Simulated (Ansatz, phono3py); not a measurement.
**KCl (Sylvite, Fm-3m): lattice thermal conductivity**

How well does the lattice of KCl (Sylvite) conduct heat?

Experimental results on record:
- thermal conductivity 7.1 W/m/K near room temperature (given in “Combining the AFLOW GIBBS and Elastic Libraries to efficiently and robustly screen thermo-mechanical properties of solids”, 2017, arXiv:1611.05714)
- thermal conductivity 7.1 W/m/K near room temperature (given in “Predicting the lattice thermal conductivity of solids by solving the Boltzmann transport equation: AFLOW - AAPL an automated, accurate and efficient framework”, 2017, arXiv:1611.05481)

Method: DFT LDA, scalar-relativistic, plane waves, PAW; PAW set soft_1, in Ansatz 0.2.0.

### Step 1. The starting structure

The structure is cubic, space group Fm-3m (No. 225). Conventional cell: a = 6.293 Å, b = 6.293 Å, c = 6.293 Å, α = 90.00°, β = 90.00°, γ = 90.00°. Nearest to K lie 6 Cl at 3.15 Å. Nearest to Cl lie 6 K at 3.15 Å. Farther neighbours and most contacts between anions are not listed.

### Step 2. Probe on a coarse mesh

Before spending time, one coarse run tells the gap and the pressure of the starting cell.

input.yaml reads:

```yaml
crystal:
  lattice:
    - [0.0, 3.14647, 3.14647]
    - [3.14647, 0.0, 3.14647]
    - [3.14647, 3.14647, 0.0]
  atoms:
    - { symbol: K, position: [0.0, 0.0, 0.0] }
    - { symbol: Cl, position: [0.5, 0.5, 0.5] }
kpoints:
  mp_grid: { grid: [6, 6, 6] }
hamiltonian:
  xc: lda
  pseudopotentials: { kind: paw, azcp: { folder: soft_1 }, xc_functional: pbe }
scf:
  occupations: { method: gaussian, width: 0.1 }
  lower_state_search: "off"
output:
  forces: true
  stress: true
  eigenvalues: true
```

Started as:

```console
$ ansatz run input.yaml --threads 8 --pin off --max-ram 19456MiB --backend cpu --events-out ev --progress --plain --runs-dir out
```

Numbers of over 12 decimals in the logs are rounded to 6 here.

What it wrote:

```text
Engine: ansatz 0.2.0, aarch64-unknown-linux-gnu
Pseudopotentials: kind: paw
Pseudopotential: K, paw, valence charge 9, recommended cutoff 420 eV (normal), soft_1/K.paw.azcp
Pseudopotential: Cl, paw, valence charge 7, recommended cutoff 420 eV (normal), soft_1/Cl.paw.azcp
Functional definition: SPW92
  exchange = slater_x
  correlation = pw_c
Crystal: 2 atoms, lattice volume = 62.302 Å³
Basis set: ecut = 420 eV, 1243 PW (Γ)
Bands: 12, of which v1, the nominal top of the filled ones, is band 8 counted from 1 (7 counted from 0)
Symmetry: 48 space group operations
Space group: Fm-3m (ITA 225), of the structure as read, at distance tolerance 4.0e-5 Å
k-points: 16 of 216
Non-local potential: K, projectors of the file, l = 0: 3, l = 1: 2, l = 2: 2
Non-local potential: Cl, projectors of the file, l = 0: 2, l = 1: 2, l = 2: 1
PAW form: soft (Blöchl's): semilocal exchange-correlation on the pseudo side does not see the compensation charge
PAW frozen core: K, regenerated for the run's functional, and the local potential with it (the file was generated under x = pbe(κ = 0.804, μ = 0.219515), c = pbe(β = 0.066725))
PAW frozen core: Cl, regenerated for the run's functional, and the local potential with it (the file was generated under x = pbe(κ = 0.804, μ = 0.219515), c = pbe(β = 0.066725))
PAW one-centre angular grid: K, 110 points (default); XC on 64 Gauss nodes
PAW one-centre angular grid: Cl, 110 points (default); XC on 64 Gauss nodes
Initial density: superposition of atomic densities (chi_scale 0.1, normalization cell, long waves kept (reshape's long-wave potential 0.00 eV rms))
Initial wavefunctions: pseudopotential atomic-orbital guess
Functional: x = slater, c = lda
SCF iter   1: F=—  HF=-2545.164581 eV  |F-HF|=—  |Δ(HF+E_count)|=         —  Δρ=4.65e-2  dr2=2.20e0  ethr=3.10e-3  ⟨swp⟩=6.4  Hψ=1267  notcnv=0
preconditioner: auto → none  [insulator: Δε(μ)=3.520 eV  Ē_g=14.812 eV  σ=0.100 eV  W_gap=1.00  n_scr=14 (ndim 8)  ℏωp=17.6 eV  f_vac=0.000  D(μ)=0.00/eV (n_scr^D=0)  ε∞_Penn≈2.4]
SCF iter   2: F=—  HF=-2544.298847 eV  |F-HF|=—  |Δ(HF+E_count)|=   8.66e-1  Δρ=1.29e-2  dr2=1.54e-1  ethr=3.10e-3  ⟨swp⟩=4.1  Hψ=597  notcnv=0
SCF iter   3: F=—  HF=-2544.251970 eV  |F-HF|=—  |Δ(HF+E_count)|=   4.69e-2  Δρ=4.09e-3  dr2=1.28e-2  ethr=9.62e-4  ⟨swp⟩=2.2  Hψ=313  notcnv=0
SCF iter   4: F=—  HF=-2544.250812 eV  |F-HF|=—  |Δ(HF+E_count)|=   1.16e-3  Δρ=1.16e-3  dr2=8.11e-4  ethr=8.01e-5  ⟨swp⟩=2.0  Hψ=291  notcnv=0
SCF iter   5: F=—  HF=-2544.251022 eV  |F-HF|=—  |Δ(HF+E_count)|=   2.10e-4  Δρ=8.48e-5  dr2=6.02e-6  ethr=5.07e-6  ⟨swp⟩=2.1  Hψ=316  notcnv=0
SCF iter   6: F=—  HF=-2544.251021 eV  |F-HF|=—  |Δ(HF+E_count)|=   8.36e-7  Δρ=1.90e-5  dr2=1.98e-7  ethr=3.76e-8  ⟨swp⟩=2.0  Hψ=253  notcnv=0
SCF iter   7: F=-2544.251021 eV  HF=-2544.251021 eV  |F-HF|=1.11e-9  |Δ(HF+E_count)|=   6.63e-8  Δρ=2.79e-6  dr2=2.14e-9  ethr=6.25e-10  ⟨swp⟩=7.4  Hψ=1175  notcnv=0
SCF 1 converged in 7 iterations: F = -2544.251021 eV  dr2 = 2.14e-9
  greatest PAW one-centre occupation: 0.985 electrons in one spin orbital (limit 2), on the K atom at site 0 (counted from 0), in its partial waves of l = 0
SCF converged after 7 iterations
Free energy (F): -2544.251021 eV
Harris-Foulkes:  -2544.251021 eV  (|F-HF|=1.11e-9)
Internal energy: -2544.251021 eV  (E = F + TS)
E sigma→0 (E₀):  -2544.251021 eV
Fermi energy:    2.953140 eV
--- Per-component energies (eV) ---
  E_band       = -134.663772
  E_kinetic    = 407.038212
  E_local      = -831.980399  (includes V_loc(G=0)·N_el)
  E_nonlocal   = 48.271852
  E_hartree    = 278.739378
  E_xc         = -239.669228
  E_vxc        = -280.306987  (∫ρ·V_xc dr)
  E_paw        = -1368.078293  (= ΣΔE_a)
  E_vpaw       = -35.165845  (= ΣTr[D̂ρ^β])
  E_aug_tail   = 0.000111  (compensation charges beyond the density's cutoff)
  E_ewald      = -839.020646
  E_core_change = 0.447992  (= ΣΔE_core)
  E_smearing   = -0.000000  (= −TS)
  E_closure    = 0.000000  (closes the sum)
  Σ components = -2544.251021   (vs F -2544.251021, Δ=0.00e0)
--- Forces (eV/Å), atoms counted from 1 ---
  atom   1  K     -0.00000000     0.00000000    -0.00000000
  atom   2  Cl     0.00000000    -0.00000000     0.00000000
  max |Σ_I F_I| component: 6.38e-30 eV/Å
--- Stress (GPa, compression-positive) ---
       -1.958079       0.000000       0.000000
       -0.000000      -1.958079       0.000000
        0.000000       0.000000      -1.958079
  P = ⅓ Tr σ = -1.9581 GPa (-19.581 kbar)
--- Band table (eV; the first three rows and the last of 16) ---
  k-point 0: bands = [... 4 lower, -9.9584, 0.5797, 0.5797, 0.5797, 5.3243, 8.6564, 8.6564, 8.6564]
  k-point 1: bands = [... 4 lower, -9.8926, 0.2363, 0.4883, 0.4883, 5.9806, 8.4597, 9.0033, 9.0033]
  k-point 2: bands = [... 4 lower, -9.7708, -0.3153, 0.3160, 0.3160, 7.2197, 8.5035, 9.9442, 9.9442]
  k-point 15: bands = [... 4 lower, -9.9041, -0.0277, 0.1297, 0.1990, 7.4801, 9.1411, 9.2857, 10.4616]
```

It took 0.88 s on 8 threads of Arm Neoverse V1, shared host; peak memory 0.29 GiB.

Reading the cycles: dr2 is the Hartree energy of the density residual (eV), the measure of convergence; HF is the Harris–Foulkes estimate of the energy, which meets the free energy F at convergence.

This step gave:

| Property | Result |
| --- | --- |
| pressure | -1.958 GPa |
| gap on the k-mesh | 4.745 eV |
| volume per atom | 31.15 Å³/atom |

The start is under -2.0 GPa at this level and looks like an insulator or semiconductor on this mesh.

### Step 3. Relaxation

The vibrations must be taken about the equilibrium of this functional, not about the starting cell, so the structure is relaxed.

input.yaml: that of step 2 with these lines changed.

```diff
@@ -14,3 +14,3 @@
 scf:
-  occupations: { method: gaussian, width: 0.1 }
+  occupations: { method: gaussian, width: 0.02 }
   lower_state_search: "off"
@@ -20 +20,6 @@
   eigenvalues: true
+relax:
+  adjacent_minimum: "off"
+  f_tol: 0.005
+  max_steps: 80
+  cell: { stress_tol: 0.05 }
```

What it wrote:

```text
[...]
Crystal: 2 atoms, lattice volume = 62.302 Å³
Basis set: ecut = 420 eV, 1243 PW (Γ)
Bands: 12, of which v1, the nominal top of the filled ones, is band 8 counted from 1 (7 counted from 0)
Symmetry: 48 space group operations
[...]
k-points: 16 of 216
[...]
SCF iter   1: F=—  HF=-2545.164580 eV  |F-HF|=—  |Δ(HF+E_count)|=         —  Δρ=4.65e-2  dr2=2.20e0  ethr=3.10e-3  ⟨swp⟩=7.0  Hψ=1348  notcnv=0
[...]
SCF iter   7: F=-2544.251021 eV  HF=-2544.251021 eV  |F-HF|=9.83e-10  |Δ(HF+E_count)|=   4.28e-8  Δρ=2.98e-6  dr2=2.31e-9  ethr=6.25e-10  ⟨swp⟩=6.3  Hψ=1110  notcnv=0
SCF 1 converged in 7 iterations: F = -2544.251021 eV  dr2 = 2.31e-9
[...]
relax step   1: F+E_penalty+E_count = -2544.25102100 eV  Δ(F+E_penalty+E_count) = +0.000e0 eV  max|allowed force component| = 2.853e-29 eV/Å  Δτ_max = 0.0000 Å  P = -1.958 GPa  Ω = 62.302 Å³  (7 SCF iters, dr2 threshold 1.00e-7 eV, accepted)
Crystal: 2 atoms, lattice volume = 58.818 Å³
Basis set: ecut = 420 eV, 1139 PW (Γ)
[...]
iter 1 solved again at ethr=1.62e-5 eV; its pass at ethr=3.10e-3 eV (dr2=2.59e-3 eV) is discarded
[...]
SCF iter   6: F=-2544.284164 eV  HF=-2544.284164 eV  |F-HF|=4.04e-9  |Δ(HF+E_count)|=   1.79e-8  Δρ=2.99e-6  dr2=7.94e-9  ethr=1.25e-9  ⟨swp⟩=5.2  Hψ=935  notcnv=0
SCF 2 converged in 6 iterations: F = -2544.284164 eV  dr2 = 7.94e-9
relax step   2: F+E_penalty+E_count = -2544.28416385 eV  Δ(F+E_penalty+E_count) = -3.314e-2 eV  max|allowed force component| = 2.551e-29 eV/Å  Δτ_max = 0.0000 Å  P = -1.021 GPa  Ω = 58.818 Å³  energy of the carried Pulay correction = +1.078e-4 eV  (6 SCF iters, dr2 threshold 2.00e-7 eV, accepted)
Crystal: 2 atoms, lattice volume = 55.442 Å³
Basis set: ecut = 420 eV, 1067 PW (Γ)
[...]
SCF iter   5: F=-2544.292777 eV  HF=-2544.292777 eV  |F-HF|=1.42e-8  |Δ(HF+E_count)|=   1.38e-7  Δρ=9.16e-6  dr2=2.65e-8  ethr=1.25e-9  ⟨swp⟩=6.6  Hψ=1015  notcnv=0
SCF 3 converged in 5 iterations: F = -2544.292777 eV  dr2 = 2.65e-8
relax step   3: F+E_penalty+E_count = -2544.29277738 eV  Δ(F+E_penalty+E_count) = -8.614e-3 eV  max|allowed force component| = 2.616e-29 eV/Å  Δτ_max = 0.0000 Å  P = +0.293 GPa  Ω = 55.442 Å³  energy of the carried Pulay correction = +2.183e-4 eV  (5 SCF iters, dr2 threshold 2.00e-7 eV, accepted)
[...]
relax step   4: F+E_penalty+E_count = -2544.29333779 eV  Δ(F+E_penalty+E_count) = -5.604e-4 eV  max|allowed force component| = 1.551e-29 eV/Å  Δτ_max = 0.0000 Å  P = -0.028 GPa  Ω = 56.161 Å³  energy of the carried Pulay correction = +1.943e-4 eV  (4 SCF iters, dr2 threshold 2.00e-7 eV, accepted)
[...]
SCF iter   1: F=—  HF=-2544.293185 eV  |F-HF|=—  |Δ(HF+E_count)|=         —  Δρ=6.75e-5  dr2=3.48e-7  ethr=1.10e-6  ⟨swp⟩=2.9  Hψ=1898  notcnv=0
eigensolver tolerance schedule: the retry pair's looser diagonalisation over-reported the residual by 502.95 of it (diagonalisation noise at 0.22 of the residual, at the tolerance the schedule requests for it); recorded, not acted on — ethr = c·dr2/N_el stays at c = 1.0e-1
[...]
SCF iter   2: F=—  HF=-2544.293184 eV  |F-HF|=—  |Δ(HF+E_count)|=   1.08e-6  Δρ=3.28e-5  dr2=7.45e-8  ethr=2.18e-9  ⟨swp⟩=2.1  Hψ=310  notcnv=0
[...]
SCF iter   5: F=-2544.293184 eV  HF=-2544.293184 eV  |F-HF|=4.09e-12  |Δ(HF+E_count)|=  1.18e-11  Δρ=1.27e-7  dr2=7.17e-12  ethr=1.00e-12  ⟨swp⟩=6.0  Hψ=814  notcnv=0
SCF 5 converged in 5 iterations: F = -2544.293184 eV  dr2 = 7.17e-12
relax step   5: F+E_penalty+E_count = -2544.29318362 eV  Δ(F+E_penalty+E_count) = +1.542e-4 eV  max|allowed force component| = 2.117e-29 eV/Å  Δτ_max = 0.0000 Å  P = -0.030 GPa  Ω = 56.161 Å³  stress off target by 2.99e-2 GPa  SCF on the basis re-selected at this cell (its energy is not comparable with the rows above)  (5 SCF iters)
basis re-selected at this cell: Δ(F+E_penalty+E_count) = +1.542e-4 eV, ΔP = -0.002 GPa vs the last step (what re-selecting the basis moved, of the pressure what is left beyond the Pulay correction that the steps carried, after the strain that the cell walked since its last selection, with what the two solves' SCF thresholds leave and, on support functions, any second-order correction that the steps lacked; it is no m [...]
SCF converged after 5 iterations
Free energy (F): -2544.293184 eV
[...]
Internal energy: -2544.293184 eV  (E = F + TS)
E sigma→0 (E₀):  -2544.293184 eV
Fermi energy:    3.878693 eV
[...]
--- Stress (GPa, compression-positive) ---
       -0.029924      -0.000000      -0.000000
       -0.000000      -0.029924      -0.000000
       -0.000000      -0.000000      -0.029924
  P = ⅓ Tr σ = -0.0299 GPa (-0.299 kbar)
--- Band table (eV; the first three rows and the last of 16) ---
  k-point 0: bands = [... 4 lower, -8.9907, 1.3244, 1.3244, 1.3244, 6.4329, 9.4246, 9.4246, 9.4246]
  k-point 1: bands = [... 4 lower, -8.9049, 0.9184, 1.2056, 1.2056, 7.1507, 9.2523, 9.8095, 9.8095]
  k-point 2: bands = [... 4 lower, -8.7458, 0.2690, 0.9845, 0.9845, 8.3656, 9.4902, 10.8591, 10.8591]
  k-point 15: bands = [... 4 lower, -8.9211, 0.6563, 0.7851, 0.9029, 8.2214, 10.1857, 10.5322, 11.6442]
--- Relaxed structure (4 steps of the walk, 4 accepted, 1 SCFs on fresh bases) ---
  F+E_penalty+E_count = -2544.29318362 eV   max|allowed force component| = 2.117e-29 eV/Å   (the final SCF, on the basis selected at the relaxed cell)
  cell:  # Å, volume = 56.1606 Å³
    - [0, 3.039489, 3.039489]
    - [3.039489, 0, 3.039489]
    - [3.039489, 3.039489, 0]
  atoms:
    - { symbol: K, position: [0, 0, 0] }
    - { symbol: Cl, position: [0.500000, 0.500000, 0.500000] }
```

It took 1.2 s on 8 threads; peak memory 0.32 GiB.

Relaxation path:

```
step  energy less that of the first step (eV)  largest force component (eV/Å)  pressure (GPa)  volume (Å³)
   1                                   0.0000                          0.0000           -1.96        62.30
   2                                  -0.0331                          0.0000           -1.02        58.82
   3                                  -0.0418                          0.0000            0.29        55.44
   4                                  -0.0423                          0.0000           -0.03        56.16
  5*                                  -0.0422                          0.0000           -0.03        56.16
```

Relaxation steps marked * repeat the geometry before them on a plane-wave basis chosen anew for their cell, so energy and pressure can jump there.

The run keeps the 48 symmetry operations that it works with, so distortions that break them were not tested.

```
conventional cell, symmetrised  before  after  change
                         a (Å)   6.293  6.079  -3.4 %
                         b (Å)   6.293  6.079  -3.4 %
                         c (Å)   6.293  6.079  -3.4 %
              volume (Å³/atom)   31.15  28.08  -9.9 %
```

Final coordinates:

```xyz
2
Lattice="0.0000 3.0395 3.0395 3.0395 0.0000 3.0395 3.0395 3.0395 0.0000" Properties=species:S:1:pos:R:3 pbc="T T T"
K     0.0000    0.0000    0.0000
Cl    3.0395    3.0395    3.0395
```

This step gave:

```yaml
pressure: -0.02992 GPa
gap_on_the_k_mesh: 5.109 eV
volume_per_atom: 28.08 Å³/atom
```

The relaxation ends with a pressure of -0.03 GPa.

### Step 4. A second relaxation

The relaxation is run once more from where the first one ended, as the script does after a large change of volume or of the gap, with mesh and occupations reviewed.

input.yaml: that of step 3 with these lines changed.

```diff
@@ -2,5 +2,5 @@
   lattice:
-    - [0.0, 3.14647, 3.14647]
-    - [3.14647, 0.0, 3.14647]
-    - [3.14647, 3.14647, 0.0]
+    - [0.0, 3.0394887786, 3.0394887786]
+    - [3.0394887786, 0.0, 3.0394887786]
+    - [3.0394887786, 3.0394887786, 0.0]
   atoms:
```

What it wrote:

```text
[...]
Crystal: 2 atoms, lattice volume = 56.161 Å³
Basis set: ecut = 420 eV, 1067 PW (Γ)
Bands: 12, of which v1, the nominal top of the filled ones, is band 8 counted from 1 (7 counted from 0)
Symmetry: 48 space group operations
[...]
k-points: 16 of 216
[...]
k-point 15: bands = [... 4 lower, -8.9211, 0.6563, 0.7851, 0.9029, 8.2214, 10.1857, 10.5322, 11.6442]
--- Relaxed structure (1 steps of the walk, 1 accepted, 1 SCFs on fresh bases) ---
[...]
cell:  # Å, volume = 56.1606 Å³
    - [0.0, 3.0394887786, 3.0394887786]
    - [3.0394887786, 0.0, 3.0394887786]
    - [3.0394887786, 3.0394887786, 0.0]
  atoms:
    - { symbol: K, position: [0.0, 0.0, 0.0] }
    - { symbol: Cl, position: [0.5, 0.5, 0.5] }
[key lines of the parts left out:]
SCF converged after 4 iterations
Free energy (F): -2544.293184 eV
Fermi energy:    3.878693 eV
P = ⅓ Tr σ = -0.0299 GPa (-0.299 kbar)
```

Run time: 0.56 s. Hardware: 8 threads; peak memory 0.31 GiB.

Little changed from the start: no atom moved by 0.005 Å and no cell edge by 0.1 %.

### Step 5. Relaxing to small residual forces and stress

The relaxation is repeated with tighter thresholds on force and stress, since phonons are sensitive to what is left; a change of mesh or smearing in the input moves the cell too.

input.yaml, the sections that differ from step 4:

```yaml
scf:
  occupations: { method: fixed }
  lower_state_search: "off"
relax:
  adjacent_minimum: "off"
  f_tol: 0.001
  max_steps: 60
  cell: { stress_tol: 0.01 }
# crystal, kpoints, hamiltonian, output: as in step 4
```

What it wrote:

```text
[...]
Crystal: 2 atoms, lattice volume = 56.161 Å³
Basis set: ecut = 420 eV, 1067 PW (Γ)
Bands: 12, of which v1, the nominal top of the filled ones, is band 8 counted from 1 (7 counted from 0)
Symmetry: 48 space group operations
[...]
k-points: 16 of 216
[...]
k-point 15: bands = [... 4 lower, -8.9128, 0.6623, 0.7907, 0.9091, 8.2277, 10.1944, 10.5428, 11.6542]
--- Relaxed structure (2 steps of the walk, 2 accepted, 1 SCFs on fresh bases) ---
[...]
cell:  # Å, volume = 56.1134 Å³
    - [0, 3.038637, 3.038637]
    - [3.038637, 0, 3.038637]
    - [3.038637, 3.038637, 0]
  atoms:
    - { symbol: K, position: [0, 0, 0] }
    - { symbol: Cl, position: [0.5, 0.5, 0.5] }
[key lines of the parts left out:]
SCF converged after 6 iterations
Free energy (F): -2544.293191 eV
Fermi energy:    1.330844 eV
P = ⅓ Tr σ = -0.0096 GPa (-0.096 kbar)
```

Wall time 0.68 s (8 threads); peak memory 0.3 GiB.

Little changed from the start: no atom moved by 0.005 Å and no cell edge by 0.1 %.

Numbers from this step:

- pressure: -0.009634 GPa
- gap on the k-mesh: 5.112 eV
- volume per atom: 28.06 Å³/atom

The residual pressure is -0.0096 GPa, small enough for phonons.

### Step 6. An input with a fault

This input was changed on purpose, to see how the program answers.

input.yaml reads:

```yaml
crystal:
  lattice:
    - [0.0, 3.0386370889, 3.0386370889]
    - [3.0386370889, 0.0, 3.0386370889]
    - [3.0386370889, 3.0386370889, 0.0]
  atoms:
    - { symbol: K, position: [0.0, 0.0, 0.0] }
    - { symbol: Cl, position: [0.5, 0.5, 0.5] }
kpoints:
  mp_grid: { grid: [6, 6, 6] }
hamiltonian:
  xc: lda
  pseudopotentials: { kind: paw, azcp: { folder: soft_1 }, xc_functional: pbe }
scf:
  occupations: { method: fixed }
  lower_state_search: "off"
  max_iter: 50
output:
  eigenvalues: true
phonons:
  supercell: [2, 2, 2]
  dielectric: false
  third_order: { supercell: [2, 2, 2], pair_cutoff: 3.189 }
  lattice_thermal_conductivity:
    qmesh: [9, 10, 11]
    temperatures: [300]
    isotope_mass_variance:
      - { species: Cl, variance: 0.0005827 }
      - { species: K, variance: 0.000164 }
```

What it wrote:

```text
Error: invalid value for `phonons.lattice_thermal_conductivity.qmesh`: [9, 10, 11] is not mapped onto itself by every operation of the crystal's point group, which phonons.lattice_thermal_conductivity requires of this mesh (its Boltzmann solve uses the whole point group); the smallest at or above it that is: [11, 11, 11]
```

It took 0.09 s on 8 threads; peak memory 0.091 GiB.

The program refused the input before any cycle.

The program's message: “Error: invalid value for `phonons.lattice_thermal_conductivity.qmesh`: [9, 10, 11] is not mapped onto itself by every operation of the crystal's point group, which phonons.lattice_thermal_conductivity …”

The fault put into the input: a q mesh that breaks the point group.

[end of part 1 of 3]

[Logs are printed without paths, hosts, clocks, repeated set-up lines and the standing remarks that a program may print on its own settings, such as how far it seeks lower states.]

[Hosts, paths, dates, database ids (printed as entryN), source tags and the programs' standing remarks are cut or masked in the printed files.]

[A step with changed settings may run another functional than the one named; its input shows which.]
